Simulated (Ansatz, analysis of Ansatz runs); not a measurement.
# Li5AuO4 (C2/m), nudged elastic band: V_Li hop (2.7 Å) (q = −1), part 2 of 2

How high is the barrier when Li changes place in Li5AuO4 (C2/m)? The case: V_Li hop (2.7 Å), charge −1, in a cell of 80 host atoms with 1 Li taken out.

Ansatz 0.2.0; plane-wave PAW DFT, PBEsol; nudged elastic band between two relaxed defect structures at fixed charge in a uniform background.

So far, barrier forward (eV): step 4 (nudged elastic band, charge −1, PBEsol) 0.406; step 6 (barrier from single points, PBEsol, denser k-mesh) 0.409; step 8 (barrier from single points, r2SCAN) 0.442.

## 9. Single point at the top of the path, PBEsol

A single point at the top of the band gives the levels near the gap and the populations there.

This step: plane-wave PAW DFT, PBEsol; single point of a defect supercell on a structure of the PBEsol path.

Contents of qm1.top.probe/input.yaml:

```yaml
crystal:
  lattice:
    - [9.40268524, 0.0, -0.02548652]
    - [0.0, 9.40405317, 0.0]
    - [-2.07562506, 0.0, 9.16358709]
  atoms:
    - { symbol: Li, position: [-0.00274762, 0.79576934, 0.24769777] }
    - { symbol: Li, position: [0.24674357, 0.28456556, 0.25024732] }
[... 8 atom lines left out ...]
    - { symbol: Au, position: [-0.00650542, 0.50305865, 0.24405789] }
[... 3 atom lines left out ...]
    - { symbol: O, position: [0.10298042, 0.34667966, 0.35598999] }
[... 3 atom lines left out ...]
    - { symbol: O, position: [0.11080535, 0.65295832, 0.36562307] }
    - { symbol: O, position: [0.37741011, 0.1451512, 0.36870677] }
[... 1 atom line left out ...]
    - { symbol: Li, position: [0.25560329, 0.28527761, 0.75533413] }
    - { symbol: Li, position: [-0.00173877, 0.27287843, 0.49596367] }
[... 2 atom lines left out ...]
    - { symbol: Li, position: [0.24419049, 0.34509671, 0.50640595] }
[... 6 atom lines left out ...]
    - { symbol: O, position: [0.39683579, 0.34708488, 0.64488616] }
[... 2 atom lines left out ...]
    - { symbol: O, position: [0.12565876, 0.14928452, 0.62994573] }
    - { symbol: O, position: [0.3888397, 0.65330058, 0.63512929] }
[... 24 atom lines left out ...]
    - { symbol: Li, position: [0.49710628, 0.27336584, 0.50272438] }
[... 16 atom lines left out ...]
    - { symbol: O, position: [0.87329303, 0.14778115, 0.87557277] }
total_charge: -1
basis:
  ecutwfc: 420
  xc_grid: 2
hamiltonian:
  xc: pbesol
kpoints:
  mp_grid: { grid: [1, 1, 1], shift: [0.25, 0.25, 0.25] }
scf:
  occupations: { method: fixed }
  max_iter: 150
output:
  forces: true
  eigenvalues: true
  eigenstates: { localisation: true }
  populations: true
  write_density: true
  write_potential: true
  volumetric_format: npy
  elf: true
checkpoint:
  write: "../qm1.top.probe.run"
  compress: false
  write_wavefunctions: false
  write_every: 100000
```

Launch:

```console
$ ansatz run input.yaml --threads 4 --pin off --max-ram 14131MiB --backend cpu --events-out ev --progress --plain --runs-dir out
```

Run time: 31 s. Hardware: 4 threads of Arm Neoverse V1, shared host; peak memory 1.5 GiB.

This step gave:

- free energy: -129954.4629 eV

From eigenstates.tsv, first k-point; energies on the run's zero. The participation number counts the atoms that a state is spread over, of 79; bands count from 0.

```
spin  band  energy (eV)  occupation  participation  largest share on  share
both   225        5.128        2.00           32.9               O19   0.07
both   226        5.180        2.00           23.4               O36   0.11
both   227        5.227        2.00           27.1               O20   0.11
both   228        5.255        2.00           25.6               O20   0.08
both   229        5.360        2.00           16.2              Au11   0.13
both   230        5.458        2.00            9.7               O19   0.20
both   231        7.803        0.00            9.6              Au30   0.27
both   232        7.810        0.00           10.3              Au50   0.25
both   233        7.891        0.00           16.2              Au51   0.14
both   234        7.939        0.00           20.0              Au31   0.14
both   235        8.010        0.00           29.4              Au71   0.09
```

Under PBEsol at one point at (¼, ¼, ¼), the highest filled state is spread over 10 of 79 atoms, and the lowest empty one, 2.35 eV above it, is spread over 10 of 79 atoms.

Valence electrons by atom (Löwdin), nearest atoms first, with the excess over far atoms of the same element, which can also hold differences between inequivalent host sites (the log counts sites from 0):

```
atom  distance from the centre (Å)  electrons  excess
Li26                          0.16      2.246  -0.037
 O15                          1.71      7.080   0.005
 O33                          1.71      7.080   0.005
 Li2                          2.44      2.292   0.008
Li62                          2.45      2.271  -0.013
Li22                          2.49      2.293   0.009
Li23                          2.49      2.272  -0.012
 O36                          2.72      7.062  -0.014
```

ELF in the bc plane at fractional x = 0.250, through the centre, with atoms of Li and Au within 0.45 Å of it. It is the smooth field of the valence electrons, not physical close to the nuclei.

Values in units of 1e-1, 13 rows by 16 columns, each cell a mean:
```
0.7 0.8 1.1 4.6 1.5 1.9 1.8 2.8 4.4 1.1 2.2 0.8 4.5 2.1 0.9 0.7
3.2 2.0 3.0 1.6 0.7 3.3 4.3 1.0 0.4 3.3 4.1 1.2 1.0 3.1 2.2 2.7
6.0 3.6 1.8 0.9 5.0 2.7 0.8 0.4 0.3 0.7 1.7 4.9 1.1 1.7 2.7 5.4
6.4 4.2 1.6 0.8 6.1 3.5 0.4 0.2 0.2 0.3 2.6 7.2 1.5 1.3 3.0 5.9
3.9 2.1 2.7 1.9 0.5 1.5 2.4 0.6 0.3 2.0 2.5 0.7 1.2 3.4 2.2 3.2
1.0 0.8 1.5 0.9 0.5 3.3 1.5 0.3 0.3 1.5 2.1 1.1 2.8 1.3 1.4 1.0
0.2 0.2 0.3 0.2 1.3 8.2 4.1 0.1 0.2 0.4 0.5 3.6 8.8 1.6 0.3 0.3
1.7 1.2 1.8 1.0 0.4 1.3 1.5 0.5 0.3 2.1 3.0 0.8 1.1 2.1 1.8 1.5
4.7 2.5 2.3 1.3 1.0 1.3 1.9 0.5 0.3 1.4 1.5 1.2 1.1 3.0 2.3 4.1
6.8 4.4 1.4 0.8 8.5 5.0 0.2 0.2 0.2 0.2 3.5 9.0 1.7 1.1 3.4 6.4
5.3 2.9 2.3 1.2 2.1 1.5 1.8 0.6 0.4 1.4 1.4 2.4 0.8 2.3 2.4 4.8
2.3 1.8 2.6 1.2 0.7 3.7 4.2 0.8 0.4 3.1 4.4 1.3 0.8 2.3 1.9 2.1
0.4 0.5 1.5 7.3 2.7 1.1 0.9 4.5 6.9 0.7 1.3 1.0 7.1 3.4 0.5 0.4
```
Columns run along b (9.4 Å), rows up along c (9.4 Å). Atoms in or near the plane, at fractional coordinates: Li at (0.28, 0.25), Li at (0.78, 0.00), Li at (0.22, 0.00), Li at (0.70, 0.25), Li at (0.50, 0.00), Au at (0.00, 0.25), Li at (0.29, 0.76), Li at (0.76, 0.50), Li at (0.35, 0.51), Li at (0.71, 0.75), Au at (0.00, 0.75).

Electrostatic potential energy in the bc plane at fractional x = 0.250, through the centre, with atoms of Li and Au within 0.45 Å of it. With pseudopotentials it is smooth inside the atoms' cores, unlike the true potential.

Values in eV, 13 rows by 16 columns, each cell a mean:
```
 10   9   2 -12  -2   9   8  -6 -11   5   9   3 -12  -3   8  10
  0   7   9   7   7   9  10   8   8   9   9   7   7   9   8   2
-36 -15   7   3 -14  -5   8  10  10   8  -1 -13   1   8  -4 -33
-38 -19   6   2 -17  -8   7  10  10   8  -4 -21  -2   8  -6 -37
 -7   4  10  10   6   6   8  10  11  11   9   5   8   9   7  -4
 10  11  11  10   4  -8  -1   9  11  11  10   2  -5   5  10  10
 11  11  11  10   0 -23 -10   8  11  11   9  -9 -24  -1   9  10
  9  10  11  10   7   3   6  10  11  11  10   5   2   8  10   9
-19   0   9   8   1   4   9  10  11  10   6   1   6   9   4 -16
-39 -21   6   0 -24 -12   7  10  10   8  -7 -25  -4   7 -10 -39
-29  -7   8   6  -4   2   9  10  10   9   3  -4   5   8   0 -25
  6   8   8   5   7   9  10   7   6   9  10   8   5   7   9   7
 10   9  -1 -21  -7   8   7 -12 -19   4   9   0 -21  -8   8  10
```
Columns run along b (9.4 Å; values clipped at the 3rd and 97th percentile), rows up along c (9.4 Å). Atoms in or near the plane, at fractional coordinates: Li at (0.28, 0.25), Li at (0.78, 0.00), Li at (0.22, 0.00), Li at (0.70, 0.25), Li at (0.50, 0.00), Au at (0.00, 0.25), Li at (0.29, 0.76), Li at (0.76, 0.50), Li at (0.35, 0.51), Li at (0.71, 0.75), Au at (0.00, 0.75).

Valence density in the bc plane at fractional x = 0.250, through the centre, with atoms of Li and Au within 0.45 Å of it. It is the smooth field of the valence electrons, not physical close to the nuclei.

Ten steps, logarithmic in the rise over the least value, from '_' (0 e/Å³) to '@' (13 e/Å³), each cell a mean:
```
________--##**::......::**##==........++##++..______
______....::............................::....______
::::..................________....................::
++==--::............____________............::::--++
%%##++::....--++==..______________--++--....::--**%%
@@%%**--....++%%##::____________..**%%##::..::==##@@
@@%%++--....==##++..____________..++##**....::==##@@
##**==::......::..________________..::......::--++##
----::......______..______________....__......::::--
..........______....______________..................
______________..++**--______________..==++::________
______________::##%%++______________--%%%%==________
______________..++**==______________::####--________
________________....______________....::::....______
::........________..____________......__..........::
++==::::....__....________________..........::::--++
%%##==::....--++==..______________--++==....::--**%%
@@%%**--....++%%##::____________..**%%##::..::==##@@
@@%%++::....==##**..____________..++##++....::==##@@
##**--::......::....______________..::......::--++##
----::::..............__________......__......::::--
......................________......................
________::++==..........==++::........--++--..______
________++%%%%--......--##%%++........**%%##::______
```
Columns run along b (9.4 Å), rows up along c (9.4 Å). Atoms in or near the plane, at fractional coordinates: Li at (0.28, 0.25), Li at (0.78, 0.00), Li at (0.22, 0.00), Li at (0.70, 0.25), Li at (0.50, 0.00), Au at (0.00, 0.25), Li at (0.29, 0.76), Li at (0.76, 0.50), Li at (0.35, 0.51), Li at (0.71, 0.75), Au at (0.00, 0.75).

The distance between the highest filled and the lowest empty level goes from 2.12 eV at the start to 2.35 eV at the top.

## 10. Summary of results

```json
{
 "barrier forward": "0.41 eV",
 "barrier backward": "0.98 eV",
 "end less start": "-0.57 eV",
 "hop length": "2.35 Å",
 "band iterations, as the log counts them": "5",
 "barrier from single points, PBEsol, denser k-mesh": "0.41 eV",
 "barrier from single points, r2SCAN": "0.44 eV"
}
```

The top of the band lies 0.41 eV above the start and 0.98 eV above the end. The ends differ by 0.57 eV, so they aren't like places or like states; the smaller barrier is only the way out of the higher one. With an assumed prefactor of 1e13 per second it gives one hop a second along this one path at about 160 K; whether such hops link up through the crystal wasn't checked. At the top Li26 stands 1.71 Å from its nearest O, 0.17 Å closer than at the start. Across functionals on this path (PBEsol 0.406 and r2SCAN 0.442 eV) the forward values spread by 0.036 eV. The order of the top as a saddle was not checked for all atoms, so a bent path could be lower. No image-charge correction is applied; it largely cancels along a path if the charge stays localised alike. What this leaves open: one k-point off the zone centre stands for the whole zone; spin–orbit coupling, which can matter with heavy atoms, is left out.

[Logs are printed without paths, hosts, clocks, repeated set-up lines and the standing remarks that a program may print on its own settings, such as how far it seeks lower states.]

[Hosts, paths, dates, database ids (printed as entryN), source tags and the programs' standing remarks are cut or masked in the printed files.]
